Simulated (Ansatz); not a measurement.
# AgGeF3 (model cell, started as cubic perovskite with Ge in the octahedra): phonons and vibrational spectra

Task: relax AgGeF3 (model cell, started as cubic perovskite with Ge in the octahedra), then find its harmonic phonons.

Program: Ansatz 0.2.0. Level of theory: DFT PBEsol, scalar-relativistic, plane waves, PAW; PAW set soft_1. Results are calculated unless marked as measured.

The structure was built from a prototype and need not be the compound's stable phase.

## Step 1: The starting structure

The structure is cubic, space group Pm-3m (No. 221). Conventional cell: a = 4.371 Å, b = 4.371 Å, c = 4.371 Å, α = 90.00°, β = 90.00°, γ = 90.00°. Nearest to Ag lie 12 F at 3.09 Å. Ge has 6 F at 2.19 Å nearest. F has 2 Ge at 2.19 Å nearest. Farther neighbours and most contacts between anions are not listed.

## Step 2: Bringing the structure to rest

The cell and atoms are relaxed, since residual forces and stress would shift the frequencies.

input.yaml reads:

```yaml
crystal:
  lattice:
    - [4.3708, 0.0, 0.0]
    - [0.0, 4.3708, 0.0]
    - [0.0, 0.0, 4.3708]
  atoms:
    - { symbol: Ag, position: [0.0, 0.0, 0.0] }
    - { symbol: Ge, position: [0.5, 0.5, 0.5] }
    - { symbol: F, position: [0.5, 0.5, 0.0] }
    - { symbol: F, position: [0.5, 0.0, 0.5] }
    - { symbol: F, position: [0.0, 0.5, 0.5] }
kpoints:
  mp_grid: { grid: [8, 8, 8] }
hamiltonian:
  xc: pbesol
  pseudopotentials: { kind: paw, azcp: { folder: soft_1 }, xc_functional: pbe }
scf:
  occupations: { method: gaussian, width: 0.1 }
output:
  forces: true
  stress: true
  eigenvalues: true
relax:
  adjacent_minimum: "off"
  f_tol: 0.005
  max_steps: 80
  cell: { stress_tol: 0.05 }
```

Command:

```bash
$ ansatz run input.yaml --threads 4 --pin off --max-ram 16384MiB --backend cpu --events-out ev --progress --plain --runs-dir out
```

Numbers of over 12 decimals in the logs are rounded to 6 here.

Log:

```text
Engine: ansatz 0.2.0, aarch64-unknown-linux-gnu
Pseudopotentials: kind: paw
Pseudopotential: Ag, paw, valence charge 19, recommended cutoff 420 eV (normal), soft_1/Ag.paw.azcp
Pseudopotential: Ge, paw, valence charge 14, recommended cutoff 420 eV (normal), soft_1/Ge.paw.azcp
Pseudopotential: F, paw, valence charge 7, recommended cutoff 420 eV (normal), soft_1/F.paw.azcp
Functional definition: PBEsol
  exchange = pbesol_x
  correlation = pbesol_c
Crystal: 5 atoms, lattice volume = 83.499 Å³
Basis set: ecut = 420 eV, 1647 PW (Γ), exchange–correlation on 60×60×60 points (8 copies of the dense FFT grid, shifted against one another)
Bands: 33, of which v1, the nominal top of the filled ones, is band 27 counted from 1 (26 counted from 0)
Symmetry: 48 space group operations
Space group: Pm-3m (ITA 221), of the structure as read, at distance tolerance 4.4e-5 Å
k-points: 35 of 512
Non-local potential: Ag, projectors of the file, l = 0: 3, l = 1: 2, l = 2: 2, l = 3: 1
Non-local potential: Ge, projectors of the file, l = 0: 2, l = 1: 2, l = 2: 3, l = 3: 1
Non-local potential: F, projectors of the file, l = 0: 2, l = 1: 2, l = 2: 1
PAW form: soft (Blöchl's): semilocal exchange-correlation on the pseudo side does not see the compensation charge
PAW frozen core: Ag, regenerated for the run's functional, and the local potential with it (the file was generated under x = pbe(κ = 0.804, μ = 0.219515), c = pbe(β = 0.066725))
PAW frozen core: Ge, regenerated for the run's functional, and the local potential with it (the file was generated under x = pbe(κ = 0.804, μ = 0.219515), c = pbe(β = 0.066725))
PAW frozen core: F, regenerated for the run's functional, and the local potential with it (the file was generated under x = pbe(κ = 0.804, μ = 0.219515), c = pbe(β = 0.066725))
PAW one-centre angular grid: Ag, 590 points (default); XC on 64 Gauss nodes
PAW one-centre angular grid: Ge, 590 points (default); XC on 64 Gauss nodes
PAW one-centre angular grid: F, 110 points (default); XC on 64 Gauss nodes
Initial density: superposition of atomic densities (chi_scale 0.1, normalization cell, long waves kept (reshape's long-wave potential 0.11 eV rms))
Initial wavefunctions: pseudopotential atomic-orbital guess
Functional: x = pbesol(κ = 0.804, μ = 0.123457), c = pbesol(β = 0.046)
SCF iter   1: F=—  HF=-14184.100607 eV  |F-HF|=—  |Δ(HF+E_count)|=         —  Δρ=2.13e-1  dr2=3.66e1  ethr=3.10e-3  ⟨swp⟩=5.4  Hψ=4288  notcnv=0  defer=1
preconditioner: auto → LDOS  [metal: Δε(μ)=0.024 eV  Ē_g=12.244 eV  σ=0.100 eV  W_gap=0.13  n_scr=26 (ndim 8)  ℏωp=24.4 eV  f_vac=0.045  D(μ)=2.50/eV (n_scr^D=18)  β→1.0]
SCF iter   2: F=—  HF=-14177.925553 eV  |F-HF|=—  |Δ(HF+E_count)|=    6.18e0  Δρ=1.23e-1  dr2=6.82e0  ethr=3.10e-3  ⟨swp⟩=3.9  Hψ=3056  notcnv=0  defer=44
preconditioner: auto → Kerker (q_TF=auto, 2.537 Å⁻¹)  [metal: Δε(μ)=0.053 eV  Ē_g=15.446 eV  σ=0.100 eV  W_gap=0.29  n_scr=26 (ndim 8)  ℏωp=27.6 eV  f_vac=0.024  D(μ)=0.52/eV (n_scr^D=0)  β→0.5]
SCF iter   3: F=—  HF=-14175.891869 eV  |F-HF|=—  |Δ(HF+E_count)|=    2.03e0  Δρ=3.52e-2  dr2=9.72e-1  ethr=3.10e-3  ⟨swp⟩=3.0  Hψ=2651  notcnv=0  defer=54
SCF iter   4: F=—  HF=-14175.696733 eV  |F-HF|=—  |Δ(HF+E_count)|=   1.95e-1  Δρ=1.59e-2  dr2=4.76e-1  ethr=1.80e-3  ⟨swp⟩=2.2  Hψ=1690  notcnv=0  defer=53
SCF iter   5: F=—  HF=-14175.548703 eV  |F-HF|=—  |Δ(HF+E_count)|=   1.48e-1  Δρ=6.92e-3  dr2=4.71e-2  ethr=8.81e-4  ⟨swp⟩=2.7  Hψ=1554  notcnv=0  defer=53
SCF iter   6: F=—  HF=-14175.547520 eV  |F-HF|=—  |Δ(HF+E_count)|=   1.18e-3  Δρ=1.50e-3  dr2=2.64e-3  ethr=8.73e-5  ⟨swp⟩=3.0  Hψ=2421  notcnv=0  defer=52
SCF iter   7: F=—  HF=-14175.547980 eV  |F-HF|=—  |Δ(HF+E_count)|=   4.60e-4  Δρ=7.03e-4  dr2=3.51e-4  ethr=4.90e-6  ⟨swp⟩=2.0  Hψ=1885  notcnv=0  defer=52
SCF iter   8: F=—  HF=-14175.547473 eV  |F-HF|=—  |Δ(HF+E_count)|=   5.07e-4  Δρ=3.25e-4  dr2=1.73e-4  ethr=6.51e-7  ⟨swp⟩=2.1  Hψ=1907  notcnv=0  defer=52
SCF iter   9: F=—  HF=-14175.547471 eV  |F-HF|=—  |Δ(HF+E_count)|=   2.28e-6  Δρ=9.98e-5  dr2=1.17e-5  ethr=3.20e-7  ⟨swp⟩=2.1  Hψ=1660  notcnv=0  defer=52
SCF iter  10: F=—  HF=-14175.547503 eV  |F-HF|=—  |Δ(HF+E_count)|=   3.19e-5  Δρ=1.88e-5  dr2=2.72e-7  ethr=2.17e-8  ⟨swp⟩=2.0  Hψ=1623  notcnv=0  defer=52
SCF iter  11: F=-14175.547504 eV  HF=-14175.547504 eV  |F-HF|=4.15e-8  |Δ(HF+E_count)|=   6.93e-7  Δρ=8.35e-6  dr2=4.93e-8  ethr=1.85e-10  ⟨swp⟩=11.0  Hψ=5240  notcnv=0
SCF 1 converged in 11 iterations: F = -14175.547504 eV  dr2 = 4.93e-8
  greatest PAW one-centre occupation: 1.000 electrons in one spin orbital (limit 2), on the Ag atom at site 0 (counted from 0), in its partial waves of l = 0
relax step   1: F+E_penalty+E_count = -14175.54750372 eV  Δ(F+E_penalty+E_count) = +0.000e0 eV  max|allowed force component| = 3.445e-29 eV/Å  Δτ_max = 0.0000 Å  P = -3.845 GPa  Ω = 83.499 Å³  (11 SCF iters, dr2 threshold 1.00e-7 eV, accepted)
Crystal: 5 atoms, lattice volume = 79.390 Å³
Basis set: ecut = 420 eV, 1551 PW (Γ), exchange–correlation on 60×60×60 points (8 copies of the dense FFT grid, shifted against one another)
Initial density: handed on by an earlier stage of this run
Initial wavefunctions: those handed on with the density
iter 1 solved again at ethr=9.13e-5 eV; its pass at ethr=3.10e-3 eV (dr2=4.93e-2 eV) is discarded
SCF iter   1: F=—  HF=-14175.638198 eV  |F-HF|=—  |Δ(HF+E_count)|=         —  Δρ=6.61e-3  dr2=4.89e-2  ethr=9.13e-5  ⟨swp⟩=1.4  Hψ=5264  notcnv=0
preconditioner: auto → Kerker (q_TF=auto, 2.559 Å⁻¹)  [metal: Δε(μ)=0.090 eV  Ē_g=16.334 eV  σ=0.100 eV  W_gap=0.47  n_scr=26 (ndim 8)  ℏωp=28.3 eV  f_vac=0.063  D(μ)=0.39/eV (n_scr^D=0)]
SCF iter   2: F=—  HF=-14175.626312 eV  |F-HF|=—  |Δ(HF+E_count)|=   1.19e-2  Δρ=2.98e-3  dr2=8.58e-3  ethr=9.06e-5  ⟨swp⟩=2.1  Hψ=1708  notcnv=0
preconditioner: auto → Resta (q_TF=auto, 2.559 Å⁻¹)  ε∞=4.0  [insulator: Δε(μ)=0.129 eV  Ē_g=16.342 eV  σ=0.100 eV  W_gap=0.63  n_scr=26 (ndim 8)  ℏωp=28.3 eV  f_vac=0.063  D(μ)=0.35/eV (n_scr^D=0)  ε∞_Penn≈4.0]
SCF iter   3: F=—  HF=-14175.623198 eV  |F-HF|=—  |Δ(HF+E_count)|=   3.11e-3  Δρ=1.43e-3  dr2=2.47e-3  ethr=1.59e-5  ⟨swp⟩=1.5  Hψ=1343  notcnv=0
SCF iter   4: F=—  HF=-14175.622163 eV  |F-HF|=—  |Δ(HF+E_count)|=   1.04e-3  Δρ=3.95e-4  dr2=1.07e-4  ethr=4.58e-6  ⟨swp⟩=2.7  Hψ=2075  notcnv=0  defer=1
SCF iter   5: F=—  HF=-14175.622103 eV  |F-HF|=—  |Δ(HF+E_count)|=   6.03e-5  Δρ=1.74e-4  dr2=1.58e-5  ethr=1.99e-7  ⟨swp⟩=2.3  Hψ=1956  notcnv=0  defer=1
SCF iter   6: F=—  HF=-14175.622107 eV  |F-HF|=—  |Δ(HF+E_count)|=   4.38e-6  Δρ=2.54e-5  dr2=3.80e-7  ethr=9.26e-10  ⟨swp⟩=6.6  Hψ=5207  notcnv=0
SCF iter   7: F=-14175.622107 eV  HF=-14175.622107 eV  |F-HF|=9.78e-9  |Δ(HF+E_count)|=   1.00e-7  Δρ=1.18e-5  dr2=7.49e-8  ethr=7.04e-10  ⟨swp⟩=5.1  Hψ=4284  notcnv=0
SCF 2 converged in 7 iterations: F = -14175.622107 eV  dr2 = 7.49e-8
relax step   2: F+E_penalty+E_count = -14175.62210718 eV  Δ(F+E_penalty+E_count) = -7.460e-2 eV  max|allowed force component| = 9.834e-30 eV/Å  Δτ_max = 0.0000 Å  P = -1.252 GPa  Ω = 79.390 Å³  energy of the carried Pulay correction = +7.634e-3 eV  (7 SCF iters, dr2 threshold 5.00e-7 eV, accepted)
Crystal: 5 atoms, lattice volume = 77.547 Å³
Basis set: ecut = 420 eV, 1503 PW (Γ), exchange–correlation on 60×60×60 points (8 copies of the dense FFT grid, shifted against one another)
iter 1 solved again at ethr=1.93e-5 eV; its pass at ethr=3.10e-3 eV (dr2=1.04e-2 eV) is discarded
SCF iter   1: F=—  HF=-14175.635389 eV  |F-HF|=—  |Δ(HF+E_count)|=         —  Δρ=2.96e-3  dr2=9.87e-3  ethr=1.93e-5  ⟨swp⟩=1.0  Hψ=5247  notcnv=0
preconditioner: auto → Kerker (q_TF=auto, 2.569 Å⁻¹)  [metal: Δε(μ)=0.047 eV  Ē_g=16.475 eV  σ=0.100 eV  W_gap=0.26  n_scr=26 (ndim 8)  ℏωp=28.6 eV  f_vac=0.059  D(μ)=0.42/eV (n_scr^D=0)]
SCF iter   2: F=—  HF=-14175.632982 eV  |F-HF|=—  |Δ(HF+E_count)|=   2.41e-3  Δρ=1.37e-3  dr2=1.83e-3  ethr=1.83e-5  ⟨swp⟩=2.4  Hψ=1651  notcnv=0
SCF iter   3: F=—  HF=-14175.632412 eV  |F-HF|=—  |Δ(HF+E_count)|=   5.70e-4  Δρ=7.08e-4  dr2=7.52e-4  ethr=3.40e-6  ⟨swp⟩=1.1  Hψ=1159  notcnv=0
SCF iter   4: F=—  HF=-14175.632104 eV  |F-HF|=—  |Δ(HF+E_count)|=   3.08e-4  Δρ=2.19e-4  dr2=4.09e-5  ethr=1.39e-6  ⟨swp⟩=2.0  Hψ=1400  notcnv=0
SCF iter   5: F=—  HF=-14175.632016 eV  |F-HF|=—  |Δ(HF+E_count)|=   8.79e-5  Δρ=7.86e-5  dr2=4.61e-6  ethr=7.57e-8  ⟨swp⟩=2.0  Hψ=1943  notcnv=0
SCF iter   6: F=—  HF=-14175.632015 eV  |F-HF|=—  |Δ(HF+E_count)|=   1.23e-6  Δρ=3.03e-5  dr2=1.14e-6  ethr=8.54e-9  ⟨swp⟩=2.0  Hψ=2065  notcnv=0
SCF iter   7: F=-14175.632014 eV  HF=-14175.632014 eV  |F-HF|=1.55e-7  |Δ(HF+E_count)|=   1.51e-7  Δρ=1.37e-5  dr2=2.65e-7  ethr=9.26e-10  ⟨swp⟩=5.3  Hψ=4509  notcnv=0
SCF 3 converged in 7 iterations: F = -14175.632014 eV  dr2 = 2.65e-7
relax step   3: F+E_penalty+E_count = -14175.63201431 eV  Δ(F+E_penalty+E_count) = -9.907e-3 eV  max|allowed force component| = 1.004e-29 eV/Å  Δτ_max = 0.0000 Å  P = +0.175 GPa  Ω = 77.547 Å³  energy of the carried Pulay correction = +1.118e-2 eV  (7 SCF iters, dr2 threshold 5.00e-7 eV, accepted)
[...]
relax step   4: F+E_penalty+E_count = -14175.63171920 eV  Δ(F+E_penalty+E_count) = +2.951e-4 eV  max|allowed force component| = 4.670e-29 eV/Å  Δτ_max = 0.0000 Å  P = +0.003 GPa  Ω = 77.759 Å³  energy of the carried Pulay correction = +1.077e-2 eV  (5 SCF iters, dr2 threshold 7.69e-8 eV, accepted)
[...]
relax step   5: F+E_penalty+E_count = -14175.62464791 eV  Δ(F+E_penalty+E_count) = +7.071e-3 eV  max|allowed force component| = 3.176e-29 eV/Å  Δτ_max = 0.0000 Å  P = -0.189 GPa  Ω = 77.759 Å³  stress off target by 1.89e-1 GPa  SCF on the basis re-selected at this cell (its energy is not comparable with the rows above)  (6 SCF iters)
[...]
relax step   6: F+E_penalty+E_count = -14175.62523921 eV  Δ(F+E_penalty+E_count) = -5.913e-4 eV  max|allowed force component| = 3.968e-29 eV/Å  Δτ_max = 0.0000 Å  P = +0.002 GPa  Ω = 77.527 Å³  energy of the carried Pulay correction = +4.549e-4 eV  (6 SCF iters, dr2 threshold 8.96e-8 eV, accepted)
iter 1 solved again at ethr=9.41e-8 eV; its pass at ethr=3.10e-3 eV (dr2=5.08e-5 eV) is discarded
SCF iter   1: F=—  HF=-14175.624827 eV  |F-HF|=—  |Δ(HF+E_count)|=         —  Δρ=2.69e-5  dr2=1.05e-7  ethr=9.41e-8  ⟨swp⟩=3.0  Hψ=7024  notcnv=0
preconditioner: auto → Kerker (q_TF=auto, 2.569 Å⁻¹)  [metal: Δε(μ)=0.094 eV  Ē_g=16.473 eV  σ=0.100 eV  W_gap=0.49  n_scr=26 (ndim 8)  ℏωp=28.6 eV  f_vac=0.059  D(μ)=0.38/eV (n_scr^D=0)]
SCF iter   2: F=—  HF=-14175.624748 eV  |F-HF|=—  |Δ(HF+E_count)|=   7.90e-5  Δρ=1.06e-5  dr2=2.61e-8  ethr=1.94e-10  ⟨swp⟩=2.0  Hψ=1947  notcnv=0
SCF iter   3: F=—  HF=-14175.624748 eV  |F-HF|=—  |Δ(HF+E_count)|=   9.13e-9  Δρ=4.64e-6  dr2=6.38e-9  ethr=4.83e-11  ⟨swp⟩=1.1  Hψ=1157  notcnv=0
SCF iter   4: F=—  HF=-14175.624748 eV  |F-HF|=—  |Δ(HF+E_count)|=   1.48e-9  Δρ=5.72e-7  dr2=6.90e-10  ethr=1.18e-11  ⟨swp⟩=2.1  Hψ=1692  notcnv=0
SCF iter   5: F=—  HF=-14175.624748 eV  |F-HF|=—  |Δ(HF+E_count)|=  5.46e-11  Δρ=3.51e-7  dr2=1.30e-10  ethr=1.28e-12  ⟨swp⟩=2.0  Hψ=1925  notcnv=0
SCF iter   6: F=-14175.624748 eV  HF=-14175.624748 eV  |F-HF|=3.64e-12  |Δ(HF+E_count)|=  8.73e-11  Δρ=1.32e-7  dr2=1.55e-11  ethr=1.00e-12  ⟨swp⟩=4.0  Hψ=3614  notcnv=0
SCF 7 converged in 6 iterations: F = -14175.624748 eV  dr2 = 1.55e-11
relax step   7: F+E_penalty+E_count = -14175.62474833 eV  Δ(F+E_penalty+E_count) = +4.909e-4 eV  max|allowed force component| = 3.261e-29 eV/Å  Δτ_max = 0.0000 Å  P = -0.005 GPa  Ω = 77.527 Å³  stress off target by 5.45e-3 GPa  SCF on the basis re-selected at this cell (its energy is not comparable with the rows above)  (6 SCF iters)
basis re-selected at this cell: Δ(F+E_penalty+E_count) = +4.909e-4 eV, ΔP = -0.007 GPa vs the last step (what re-selecting the basis moved, of the pressure what is left beyond the Pulay correction that the steps carried, after the strain that the cell walked since its last selection, with what the two solves' SCF thresholds leave and, on support functions, any second-order correction that the steps lacked; it is no m [...]
SCF converged after 6 iterations
Free energy (F): -14175.624748 eV
Harris-Foulkes:  -14175.624748 eV  (|F-HF|=3.64e-12)
Internal energy: -14175.622851 eV  (E = F + TS)
E sigma→0 (E₀):  -14175.623800 eV
Entropy (-TS):   -0.001897 eV (-0.379 meV/atom)
Fermi energy:    7.432676 eV
--- Per-component energies (eV) ---
  E_band       = -652.171250
  E_kinetic    = 1148.898575
  E_local      = -6587.682194  (includes V_loc(G=0)·N_el)
  E_nonlocal   = 512.695654
  E_hartree    = 2913.069020
  E_xc         = -453.196258
  E_vxc        = -554.418649  (∫ρ·V_xc dr)
  E_paw        = -6448.337125  (= ΣΔE_a)
  E_vpaw       = -997.805026  (= ΣTr[D̂ρ^β])
  E_aug_tail   = 0.002313  (compensation charges beyond the density's cutoff)
  E_ewald      = -5262.440842
  E_core_change = 1.368006  (= ΣΔE_core)
  E_smearing   = -0.001897  (= −TS)
  E_closure    = -0.000000  (closes the sum)
  Σ components = -14175.624748   (vs F -14175.624748, Δ=0.00e0)
--- Forces (eV/Å), atoms counted from 1 ---
  atom   1  Ag    -0.00000000    -0.00000000    -0.00000000
  atom   2  Ge    -0.00000000     0.00000000     0.00000000
  atom   3  F     -0.00000000    -0.00000000     0.00000000
  atom   4  F     -0.00000000     0.00000000     0.00000000
  atom   5  F      0.00000000    -0.00000000    -0.00000000
  max |Σ_I F_I| component: 4.15e-29 eV/Å
--- Stress (GPa, compression-positive) ---
       -0.005452       0.000000       0.000000
        0.000000      -0.005452      -0.000000
        0.000000      -0.000000      -0.005452
  P = ⅓ Tr σ = -0.0055 GPa (-0.055 kbar)
--- Band table (eV; the first three rows and the last of 35) ---
  k-point 0: bands = [... 23 lower, 3.4684, 3.6213, 3.6213, 3.6213, 6.8533, 13.6840, 13.6840, 13.6840, ... 2 higher]
  k-point 1: bands = [... 23 lower, 3.5514, 3.6228, 3.6852, 3.6852, 7.0318, 13.1901, 13.7002, 13.7002, ... 2 higher]
  k-point 2: bands = [... 23 lower, 3.7126, 3.8226, 3.8226, 3.9748, 7.4871, 12.2258, 13.7574, 13.7574, ... 2 higher]
  k-point 34: bands = [... 23 lower, 3.5379, 3.7277, 3.7277, 8.5012, 8.5887, 10.4541, 10.4541, 10.4541, ... 2 higher]
--- Relaxed structure (5 steps of the walk, 5 accepted, 2 SCFs on fresh bases) ---
  F+E_penalty+E_count = -14175.62474833 eV   max|allowed force component| = 3.261e-29 eV/Å   (the final SCF, on the basis selected at the relaxed cell)
  cell:  # Å, volume = 77.5266 Å³
    - [4.263997, 0, 0]
    - [0, 4.263997, 0]
    - [0, 0, 4.263997]
  atoms:
    - { symbol: Ag, position: [0, 0, 0] }
    - { symbol: Ge, position: [0.500000, 0.500000, 0.500000] }
    - { symbol: F, position: [0.500000, 0.500000, 0] }
    - { symbol: F, position: [0.500000, 0, 0.500000] }
    - { symbol: F, position: [0, 0.500000, 0.500000] }
```

The job ended after 10 s (4 threads of Arm Neoverse V2, shared host; peak memory 0.38 GiB).

Relaxation path:

| step | energy less that of the first step (eV) | largest force component (eV/Å) | pressure (GPa) | volume (Å³) |
| --- | --- | --- | --- | --- |
| 1 | 0.0000 | 0.0000 | -3.85 | 83.50 |
| 2 | -0.0746 | 0.0000 | -1.25 | 79.39 |
| 3 | -0.0845 | 0.0000 | 0.18 | 77.55 |
| 4 | -0.0842 | 0.0000 | 0.00 | 77.76 |
| 5* | -0.0771 | 0.0000 | -0.19 | 77.76 |
| 6 | -0.0777 | 0.0000 | 0.00 | 77.53 |
| 7* | -0.0772 | 0.0000 | -0.01 | 77.53 |

Relaxation steps marked * repeat the geometry before them on a plane-wave basis chosen anew for their cell, so energy and pressure can jump there.

The run keeps the 48 symmetry operations that it works with, so distortions that break them were not tested.

| conventional cell, symmetrised | before | after | change |
| --- | --- | --- | --- |
| a (Å) | 4.371 | 4.264 | -2.4 % |
| b (Å) | 4.371 | 4.264 | -2.4 % |
| c (Å) | 4.371 | 4.264 | -2.4 % |
| volume (Å³/atom) | 16.70 | 15.51 | -7.2 % |

Numbers from this step:

```
pressure          : -0.005452 GPa
volume per atom   : 15.51 Å³
gap on the k-mesh : 0 eV
```

In this step the volume went from 16.70 to 15.51 Å³/atom.

## Step 3: Relaxing to small forces for the phonons

Phonons need a cell at rest on their own settings, so the relaxation is repeated with tight tolerances on forces and stress, using the mesh and the filling of the phonon run that follows.

input.yaml, the sections that differ from step 2:

```yaml
crystal:
  lattice:
    - [4.2639971677, 0.0, 0.0]
    - [0.0, 4.2639971677, 0.0]
    - [0.0, 0.0, 4.2639971677]
  atoms:
    - { symbol: Ag, position: [0.0, 0.0, 0.0] }
    - { symbol: Ge, position: [0.5, 0.5, 0.5] }
    - { symbol: F, position: [0.5, 0.5, 0.0] }
    - { symbol: F, position: [0.5, 0.0, 0.5] }
    - { symbol: F, position: [0.0, 0.5, 0.5] }
scf:
  occupations: { method: methfessel_paxton, width: 0.2 }
relax:
  adjacent_minimum: "off"
  f_tol: 0.001
  max_steps: 60
  cell: { stress_tol: 0.01 }
# kpoints, hamiltonian, output: as in step 2
```

Log:

```text
[...]
Crystal: 5 atoms, lattice volume = 77.527 Å³
Basis set: ecut = 420 eV, 1503 PW (Γ), exchange–correlation on 60×60×60 points (8 copies of the dense FFT grid, shifted against one another)
Bands: 33, of which v1, the nominal top of the filled ones, is band 27 counted from 1 (26 counted from 0)
Symmetry: 48 space group operations
[...]
k-points: 35 of 512
[...]
--- Relaxed structure (1 steps of the walk, 1 accepted, 1 SCFs on fresh bases) ---
[...]
cell:  # Å, volume = 77.5266 Å³
    - [4.2639971677, 0.0, 0.0]
    - [0.0, 4.2639971677, 0.0]
    - [0.0, 0.0, 4.2639971677]
  atoms:
    - { symbol: Ag, position: [0.0, 0.0, 0.0] }
    - { symbol: Ge, position: [0.5, 0.5, 0.5] }
    - { symbol: F, position: [0.5, 0.5, 0.0] }
    - { symbol: F, position: [0.5, 0.0, 0.5] }
    - { symbol: F, position: [0.0, 0.5, 0.5] }
[key lines of the parts left out:]
SCF converged after 6 iterations
Free energy (F): -14175.622847 eV
Fermi energy:    7.438253 eV
P = ⅓ Tr σ = 0.0088 GPa (0.088 kbar)
```

It took 3.2 s on 4 threads; peak memory 0.36 GiB.

Little changed from the start: no atom moved by 0.005 Å and no cell edge by 0.1 %.

Numbers from this step:

```
pressure : 0.008782 GPa
```

The forces vanish by symmetry and the pressure is 0.009 GPa, within the tolerances set. The cell now holds 15.51 Å³/atom.

(Continued in part 2 of 2.)

[Logs are printed without paths, hosts, clocks, repeated set-up lines and the standing remarks that a program may print on its own settings, such as how far it seeks lower states.]

[Hosts, paths, dates, database ids (printed as entryN), source tags and the programs' standing remarks are cut or masked in the printed files.]
